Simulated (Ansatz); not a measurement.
# Dielectric function and optical constants of AlNi

What colour and refractive index does AlNi have at this level of theory? The cell comes from an older database entry, whose edges can differ from later determinations, mostly by under a per cent.

Main program and level: Ansatz 0.2.0; DFT, PBE, plane-wave PAW, default files, scalar-relativistic, independent-particle optical response without local fields.

The database entry behind the starting cell differs from other determinations of this structure, so it need not match the best structure at room temperature.

## 1. The structure

Symmetry: Pm-3m, No. 221, cubic system. The conventional cell has a = 2.881 Å, b = 2.881 Å, c = 2.881 Å, α = 90.00°, β = 90.00°, γ = 90.00°. Nearest to Ni lie 8 Al at 2.50 Å. Nearest to Al lie 8 Ni at 2.50 Å. Farther neighbours, and contacts between anions beyond the nearest, are not listed.

## 2. Ground state and bands

The self-consistent density comes first; it also tells whether there is a gap, which decides the occupations and the need for a Drude term.

This step: DFT, PBE, plane-wave PAW, default files, scalar-relativistic, ground state (Ansatz 0.2.0).

input.yaml reads:

```yaml
crystal:
  lattice:
    - [2.881, 0.0, 0.0]
    - [0.0, 2.881, 0.0]
    - [0.0, 0.0, 2.881]
  atoms:
    - { symbol: Ni, position: [0.5, 0.5, 0.5] }
    - { symbol: Al, position: [0.0, 0.0, 0.0] }
kpoints:
  mp_grid: { grid: [8, 8, 8] }
  band_path:
    path:
      - [[0.0, 0.0, 0.0], [0.0, 0.5, 0.0], [0.5, 0.5, 0.0], [0.0, 0.0, 0.0], [0.5, 0.5, 0.5], [0.0, 0.5, 0.0]]
      - [[0.5, 0.5, 0.0], [0.5, 0.5, 0.5]]
    npoints: 10
scf:
  occupations: { method: fermi_dirac, width: 0.05 }
  n_extra_bands: 6
hamiltonian:
  xc: pbe
  pseudopotentials: { kind: paw }
output:
  forces: true
  stress: true
  populations: true
  write_bands: true
  write_density: true
  write_potential: true
  elf: true
  volumetric_format: npy
```

Started as:

```
$ ansatz run input.yaml --threads 4 --pin off --max-ram 8192MiB --backend cpu --events-out ev --progress --plain --runs-dir out
```

Log:

```text
scf.n_extra_bands = 6 over 11 filled bands (N_el = 21.0): the run solves 17 bands
Engine: ansatz 0.2.0, x86_64-unknown-linux-gnu
Pseudopotentials: kind: paw
Pseudopotential: Ni, paw, valence charge 18, recommended cutoff 420 eV (normal), Ni.paw.azcp
Pseudopotential: Al, paw, valence charge 3, recommended cutoff 420 eV (normal), Al.paw.azcp
Functional definition: PBE
  parameter kappa = 0.804
  parameter beta = 0.066725
  exchange = pbe_x(kappa = kappa, mu = beta*pi^2/3)
  correlation = pbe_c(beta = beta)
Crystal: 2 atoms, lattice volume = 23.913 Å³
Basis set: ecut = 420 eV, 461 PW (Γ), exchange–correlation on 40×40×40 points (8 copies of the dense FFT grid, shifted against one another)
Bands: 17, of which v1, the nominal top of the filled ones, is band 11 counted from 1 (10 counted from 0)
Symmetry: 48 space group operations
Space group: Pm-3m (ITA 221), of the structure as read, at distance tolerance 2.9e-5 Å
k-points: 35 of 512
Non-local potential: Ni, projectors of the file, l = 0: 3, l = 1: 2, l = 2: 3, l = 3: 1
Non-local potential: Al, projectors of the file, l = 0: 2, l = 1: 2, l = 2: 1
PAW form: soft (Blöchl's): semilocal exchange-correlation on the pseudo side does not see the compensation charge
PAW one-centre angular grid: Ni, 590 points (default); XC on 64 Gauss nodes
PAW one-centre angular grid: Al, 110 points (default); XC on 64 Gauss nodes
Initial density: superposition of atomic densities (neutral atoms: chi_scale 0, normalization atom), corrected by the library's trained network
Initial wavefunctions: pseudopotential atomic-orbital guess
Functional: x = pbe(κ = 0.804, μ = 0.219515), c = pbe(β = 0.066725)
SCF iter   1: F=—  HF=-6378.528035 eV  |F-HF|=—  |Δ(HF+E_count)|=         —  Δρ=2.05e-3  dr2=7.86e-4  ethr=1.77e-3  ⟨swp⟩=5.0  Hψ=2722  notcnv=0  defer=10
preconditioner: auto → none  [insulator: Δε(μ)=0.150 eV  Ē_g=11.893 eV  σ=0.050 eV  W_gap=0.60  n_scr=6 (ndim 8)  ℏωp=27.4 eV  f_vac=0.000  D(μ)=1.23/eV (n_scr^D=6)  ε∞_Penn≈6.3]
SCF iter   2: F=—  HF=-6378.528034 eV  |F-HF|=—  |Δ(HF+E_count)|=   3.77e-7  Δρ=7.72e-4  dr2=1.16e-4  ethr=3.74e-6  ⟨swp⟩=2.3  Hψ=1187  notcnv=0  defer=13
SCF iter   3: F=—  HF=-6378.528045 eV  |F-HF|=—  |Δ(HF+E_count)|=   1.10e-5  Δρ=1.04e-4  dr2=1.40e-6  ethr=5.51e-7  ⟨swp⟩=1.1  Hψ=569  notcnv=0  defer=13
SCF iter   4: F=—  HF=-6378.528120 eV  |F-HF|=—  |Δ(HF+E_count)|=   7.49e-5  Δρ=1.70e-5  dr2=3.11e-8  ethr=6.65e-9  ⟨swp⟩=2.1  Hψ=780  notcnv=0  defer=13
iter 5 did not close the SCF: its close was put off for the readings that it lacked (scf_convergence_deferred on its scf_iter line)
SCF iter   5: F=-6378.528120 eV  HF=-6378.528120 eV  |F-HF|=8.71e-9  |Δ(HF+E_count)|=   2.07e-8  Δρ=7.89e-6  dr2=8.82e-9  ethr=1.48e-10  ⟨swp⟩=2.4  Hψ=889  notcnv=0  defer=13
SCF iter   6: F=-6378.528120 eV  HF=-6378.528120 eV  |F-HF|=9.24e-10  |Δ(HF+E_count)|=  9.81e-10  Δρ=2.50e-6  dr2=9.57e-10  ethr=4.20e-11  ⟨swp⟩=8.3  Hψ=3049  notcnv=0
SCF 1 converged in 6 iterations: F = -6378.528120 eV  dr2 = 9.57e-10
  greatest PAW one-centre occupation: 1.001 electrons in one spin orbital (limit 2), on the Ni atom at site 0 (counted from 0), in its partial waves of l = 1
NSCF: frozen V_eff on 62 k-points
SCF converged after 6 iterations
Free energy (F): -6378.528120 eV
Harris-Foulkes:  -6378.528120 eV  (|F-HF|=9.24e-10)
Internal energy: -6378.518112 eV  (E = F + TS)
E sigma→0 (E₀):  -6378.523116 eV
Entropy (-TS):   -0.010008 eV (-5.004 meV/atom)
Fermi energy:    13.913988 eV
--- Per-component energies (eV) ---
  E_band       = -336.285965
  E_kinetic    = 311.045043
  E_local      = -4446.659634  (includes V_loc(G=0)·N_el)
  E_nonlocal   = 647.740672
  E_hartree    = 1913.613345
  E_xc         = -126.284726
  E_vxc        = -140.637861  (∫ρ·V_xc dr)
  E_paw        = -2100.358923  (= ΣΔE_a)
  E_vpaw       = -535.003985  (= ΣTr[D̂ρ^β])
  E_aug_tail   = 0.000487  (compensation charges beyond the density's cutoff)
  E_ewald      = -2577.614375
  E_smearing   = -0.010008  (= −TS)
  E_closure    = 0.000000  (closes the sum)
  Σ components = -6378.528120   (vs F -6378.528120, Δ=0.00e0)
--- Forces (eV/Å), atoms counted from 1 ---
  atom   1  Ni     0.00000000     0.00000000     0.00000000
  atom   2  Al    -0.00000000     0.00000000     0.00000000
  max |Σ_I F_I| component: 4.12e-29 eV/Å
--- Stress (GPa, compression-positive) ---
        2.193999       0.000000       0.000000
       -0.000000       2.193999       0.000000
        0.000000       0.000000       2.193999
  P = ⅓ Tr σ = 2.1940 GPa (21.940 kbar)
--- Band table (eV; the first three rows and the last of 35) ---
  k-point 0: bands = [... 7 lower, 12.4510, 12.4510, 12.4510, 19.4651, 19.4651, 19.4651, 22.0713, 22.0713, ... 2 higher]
  k-point 1: bands = [... 7 lower, 12.3313, 12.3313, 12.4640, 17.2941, 19.8394, 19.8394, 22.0860, 23.9122, ... 2 higher]
  k-point 2: bands = [... 7 lower, 12.0678, 12.0678, 12.4956, 14.8034, 20.8717, 20.8717, 22.1267, 25.5902, ... 2 higher]
  k-point 34: bands = [... 7 lower, 13.0132, 13.0132, 15.9462, 15.9462, 15.9462, 17.6733, 18.4425, 18.4425, ... 2 higher]
--- Löwdin populations: 2 sites ---
  site symbol       q [e]
     0     Ni     17.5148
     1     Al      3.3064
  spilling = 0.008516 (of n_electrons = 21.000000)
```

The job ended after 0.46 s (4 threads of Intel Xeon 6975P-C (Granite Rapids), shared host; peak memory 0.35 GiB).

Reading the cycles: dr2 is the Hartree energy of the density residual (eV), the measure of convergence; HF is the Harris–Foulkes estimate of the energy, which meets the free energy F at convergence.

This run has no spin polarisation, although Ni can carry a moment.

This step gave:

* free energy: -6378.5281 eV
* Fermi energy: 13.91 eV
* electrons: 21
* symmetry operations: 48
* pressure: 2.194 GPa
* volume: 23.91 Å³
* gap on the path: 0 eV

There are states at the Fermi level within the smearing, so the occupations stay smeared and the carriers get a Drude term. The cell is left with a pressure of 2.2 GPa, as it stands unrelaxed at this level.

The electronic bands at the labelled points (eV, zero at the Fermi level; # counts the bands kept):

```tsv
point	#3	#4	#5	#6	#7	#8	#9	#10
Γ	-3.17	-1.46	-1.46	-1.46	5.55	5.55	5.55	8.16
halfway	-2.93	-1.85	-1.85	-1.42	0.89	6.96	6.96	8.21
X	-2.69	-2.17	-2.17	-1.37	-0.56	8.29	10.03	10.03
halfway	-2.50	-2.43	-2.09	-1.70	-0.61	4.84	4.90	11.42
M	-2.84	-2.84	-2.00	-2.00	-0.93	1.53	2.56	12.33
halfway	-3.09	-2.21	-1.82	-1.73	1.10	2.67	8.28	8.91
Γ	-3.17	-1.46	-1.46	-1.46	5.55	5.55	5.55	8.16
halfway	-3.08	-2.20	-2.04	-2.04	2.33	2.33	4.16	10.22
R	-4.04	-0.90	-0.90	2.03	2.03	2.03	3.76	4.53
halfway	-3.15	-2.15	-2.02	-1.18	-0.49	5.36	5.42	6.09
X	-2.69	-2.17	-2.17	-1.37	-0.56	8.29	10.03	10.03
jump to M	-2.84	-2.84	-2.00	-2.00	-0.93	1.53	2.56	12.33
halfway	-3.66	-2.28	-0.92	-0.29	-0.29	1.67	2.80	7.85
R	-4.04	-0.90	-0.90	2.03	2.03	2.03	3.76	4.53
```

ELF in the ac plane at fractional y = 0.000, with atoms of Al within 0.2 Å of it. It is the smooth field of the valence electrons, not physical close to the nuclei.

Ten even steps from '0' (0.01) to '9' (0.52):
```
210159999995101
000379999997300
013799988999731
557999888899975
899998777789999
999987766778999
999887666678899
999887666678899
999987766778999
899998777789999
557999888899975
013799988999731
000379999997300
210159999995101
320058999985002
```
Atoms in or near the plane, at fractional coordinates: Al at (0.00, 0.00).

Valence density in the ac plane at fractional y = 0.000, with atoms of Al within 0.2 Å of it. It is the smooth field of the valence electrons, not physical close to the nuclei.

Ten even steps from '_' (0.06 e/Å³) to '@' (0.24 e/Å³):
```
____..--##@@@@%%%%@@@@##--..__
__..::++%%@@@@%%%%@@@@%%++::..
----++%%@@@@@@%%%%@@@@@@%%++--
**##%%@@@@@@@@@@@@@@@@@@@@%%##
%%@@@@@@@@@@@@@@@@@@@@@@@@@@@@
%%@@@@@@@@@@@@@@@@@@@@@@@@@@@@
%%%%%%%%@@@@@@%%%%@@@@@@%%%%%%
%%%%%%%%@@@@@@%%%%@@@@@@%%%%%%
%%@@@@@@@@@@@@@@@@@@@@@@@@@@@@
%%@@@@@@@@@@@@@@@@@@@@@@@@@@@@
**##%%@@@@@@@@@@@@@@@@@@@@%%##
----++%%@@@@@@%%%%@@@@@@%%++--
__..::++%%@@@@%%%%@@@@%%++::..
____..--##@@@@%%%%@@@@##--..__
______--**%%%%%%%%%%%%**--____
```
Atoms in or near the plane, at fractional coordinates: Al at (0.00, 0.00).

## 3. Spectrum

With the density converged, the vertical transitions are summed over the zone.

This step: DFT, PBE, plane-wave PAW, default files, scalar-relativistic, independent-particle optical response without local fields (Ansatz 0.2.0).

input.yaml, the sections that differ from step 2:

```yaml
kpoints:
  mp_grid: { grid: [10, 10, 10] }
scf:
  occupations: { method: fermi_dirac, width: 0.05 }
output:
  optics:
    e_range: [0, 20]
    de: 0.05
    sigma: 0.1
    drude_damping: 0.03
    nscf_kmesh: { grid: [12, 12, 12] }
    bands: { spectra_wanted_up_to: 20 }
# crystal, hamiltonian: as in step 2
```

Log:

```text
[...]
Crystal: 2 atoms, lattice volume = 23.913 Å³
Basis set: ecut = 420 eV, 461 PW (Γ)
Bands: 15, of which v1, the nominal top of the filled ones, is band 11 counted from 1 (10 counted from 0)
[... 1 set-up line as in the run before ...]
[...]
k-points: 56 of 1000
[...]
SCF iter   1: F=—  HF=-6378.535961 eV  |F-HF|=—  |Δ(HF+E_count)|=         —  Δρ=1.98e-3  dr2=4.01e-4  ethr=1.77e-3  ⟨swp⟩=4.9  Hψ=3887  notcnv=0
[...]
SCF iter   7: F=-6378.536036 eV  HF=-6378.536036 eV  |F-HF|=1.82e-12  |Δ(HF+E_count)|=  2.73e-12  Δρ=1.37e-7  dr2=1.99e-12  ethr=1.00e-12  ⟨swp⟩=3.6  Hψ=2354  notcnv=0
SCF 1 converged in 7 iterations: F = -6378.536036 eV  dr2 = 1.99e-12
[...]
NSCF: frozen V_eff on 84 k-points
output.optics: what the bands over the 27 summed would add to eps1, eps2 and the energy-loss function is held between a lower and an upper bound (8 Lanczos steps). eps1, eps2 and their loss function (loss_summed_bands) are given on every row as the summed bands alone make them. Along an axis, on a row where the two bounds hold the loss function to about 1 % of the greater of itself and 0.5 % of |1/eps|, its cell (loss_completed) is given, with the completed eps1 and eps2 that it is formed of (a cell that is left empty reads nan in the table and null in the record). The two bounds hold it so along every axis on all 400 rows up to 20.000 eV. [rest of the remark cut]
SCF converged after 7 iterations
Free energy (F): -6378.536036 eV
[...]
Internal energy: -6378.530758 eV  (E = F + TS)
E sigma→0 (E₀):  -6378.533397 eV
Entropy (-TS):   -0.005278 eV (-2.639 meV/atom)
Fermi energy:    13.997025 eV
[...]
--- Band table (eV; the first three rows and the last of 56) ---
  k-point 0: bands = [... 7 lower, 12.4574, 12.4574, 12.4574, 19.4639, 19.4639, 19.4639, 22.0707, 22.0707]
  k-point 1: bands = [... 7 lower, 12.3785, 12.3785, 12.4659, 17.8588, 19.7056, 19.7056, 22.0800, 23.4729]
  k-point 2: bands = [... 7 lower, 12.1851, 12.1851, 12.4882, 15.6898, 20.3897, 20.3897, 22.1068, 25.0037]
  k-point 55: bands = [... 7 lower, 13.0190, 13.0190, 15.9472, 15.9472, 15.9472, 17.6681, 18.4432, 18.4432]
```

Elapsed: 4.4 s, on 4 threads; peak memory 0.84 GiB; 15 s of CPU time.

This step gave:

```
main peak of the optical conductivity above 1 eV, first axis : 4.233 eV
Drude plasma energy, first axis                              : 7.143 eV
bands summed                                                 : 27
spectra valid up to                                          : 26.17 eV
program's estimate of the k-sum error in Im epsilon          : 0.32 %
electrons in the f-sum                                       : 8.383
```

The Im ε, any direction has structure finer than the step of the table below, so its rows give means over 1 eV. Peaks (eV: height): 2.5: 18.7, 4.2: 19.6.

Table of Im ε, any direction by photon energy; means over each step:

```tsv
photon energy (eV)	Im ε, any direction
1	5.32
2	9.97
3	10.5
4	10.4
5	9.58
6	9.61
7	6.18
8	5.59
9	3.56
10	2.41
11	2.03
12	1.51
13	0.996
14	0.877
15	0.762
16	0.726
17	0.608
18	0.638
19	0.533
```

Re ε, any direction against photon energy:

```tsv
photon energy (eV)	Re ε, any direction
0.5	-198
1.0	-37.3
1.5	-8.05
2.0	5.15
2.5	1.08
3.0	-1.83
3.5	1.58
4.0	8.76
4.5	-1.60
5.0	1.22
5.5	0.439
6.0	-2.58
6.5	-3.05
7.0	-2.34
7.5	-1.45
8.0	-3.34
8.5	-3.09
9.0	-2.85
9.5	-2.62
10.0	-2.23
10.5	-1.82
11.0	-1.59
11.5	-1.67
12.0	-1.55
12.5	-1.35
13.0	-1.06
13.5	-0.767
14.0	-0.680
14.5	-0.525
15.0	-0.416
15.5	-0.268
16.0	-0.294
16.5	-0.210
17.0	-0.0481
17.5	0.00893
18.0	-0.00883
18.5	0.0101
19.0	0.0581
19.5	0.108
20.0	0.151
```

Values under 1 per cm are given as 1. Table of absorption coefficient, any direction by photon energy:

```tsv
photon energy (eV)	absorption coefficient, any direction (1/cm)
1.00	6.2e5
2.00	3.1e5
3.00	7.1e5
4.00	5.1e5
5.00	9.9e5
6.00	1.5e6
7.00	1.5e6
8.00	1.8e6
9.00	1.8e6
10.00	1.7e6
11.00	1.6e6
12.00	1.7e6
13.00	1.5e6
14.00	1.3e6
15.00	1.2e6
16.00	1.2e6
17.00	9.6e5
18.00	1.1e6
19.00	9.6e5
20.00	8.8e5
```

The loss function −Im 1/ε at q → 0, any direction by energy loss; read off at these points:

```tsv
energy loss (eV)	loss function −Im 1/ε at q → 0, any direction
0.5	4.2e-4
1.0	0.00230
1.5	0.0519
2.0	0.0865
2.5	0.0533
3.0	0.109
3.5	0.142
4.0	0.0569
4.5	0.0876
5.0	0.112
5.5	0.0881
6.0	0.0937
6.5	0.119
7.0	0.146
7.5	0.150
8.0	0.133
8.5	0.154
9.0	0.171
9.5	0.190
10.0	0.224
10.5	0.272
11.0	0.305
11.5	0.297
12.0	0.322
12.5	0.368
13.0	0.470
13.5	0.638
14.0	0.712
14.5	0.875
15.0	1.01
15.5	1.17
16.0	1.16
16.5	1.42
17.0	1.73
17.5	1.46
18.0	1.52
18.5	1.75
19.0	1.80
19.5	2.01
20.0	1.82
```

The reflectivity at normal incidence, any direction has structure finer than the step of the table below, so its rows give means over 1 eV. Peaks (eV: height): 2.7: 55.5, 4.3: 52.6, 9.4: 50.8.

Reflectivity at normal incidence, any direction against photon energy; means over each step:

```tsv
photon energy (eV)	reflectivity at normal incidence, any direction (%)
1	93.7
2	42.5
3	44.9
4	37.7
5	40.4
6	47.7
7	44.1
8	48.4
9	50.2
10	49.3
11	44.3
12	48.2
13	46.6
14	38.7
15	32.1
16	27.4
17	21.5
18	18.7
19	17.1
```

Optical constants at common wavelengths, from n + ik = √ε:

```tsv
wavelength (nm)	n	k	R (%)	1/α
1550	0.26	8.272	98.5	15 nm
1064	0.42	4.820	93.3	18 nm
532	3.45	2.452	46.6	17 nm
405	1.90	2.214	42.9	15 nm
365	2.00	1.749	33.7	17 nm
308	3.34	1.328	35.1	18 nm
248	2.24	1.956	37.4	10 nm
```

In reflection the computed colour is faintly blue: x = 0.275, y = 0.308, luminous reflectivity 42 %.

## 4. Summary of results

| Property | Result |
| --- | --- |
| gap on the path | 0 eV |
| main peak of the optical conductivity above 1 eV, first axis | 4.23 eV |
| Drude plasma energy, first axis | 7.14 eV |

At this level (PBE, independent particles) AlNi is a metal with a Drude plasma energy of 7.1 eV; it reflects 43 % at 550 nm. Along x the bare Drude plasma energy is 7.1 eV; Re ε first rises through zero at 1.76 eV, far lower, because interband transitions screen the carriers. Im ε is 5.3 there, so the loss peak at that energy is weak. In reflection the computed colour is faintly blue: x = 0.275, y = 0.308, luminous reflectivity 42 %. In the base run ε includes the program's bounded estimate of what the bands above those summed add. The carriers' damping of 0.03 eV is typed, not computed; at 0.8 eV the carriers give 69 % of Im ε, the rest is interband. The run has no spin polarisation; magnetic order or correlation, untested here, could change the spectrum. The Fermi-Dirac width of 0.05 eV acts as an electron temperature of 580 K in the carriers' term.

[Long decimals in the printed logs are rounded to 6 places.]

[Logs are printed without paths, hosts, clocks, repeated set-up lines and the standing remarks that a program may print on its own settings, such as how far it seeks lower states.]

[Hosts, paths, dates, database ids (printed as entryN), source tags and the programs' standing remarks are cut or masked in the printed files.]

[Where the starting crystal was built by hand or by swapping elements, it need not be the compound's stable phase.]

[The count of steps not shown may lack steps that the program refused or didn't finish.]
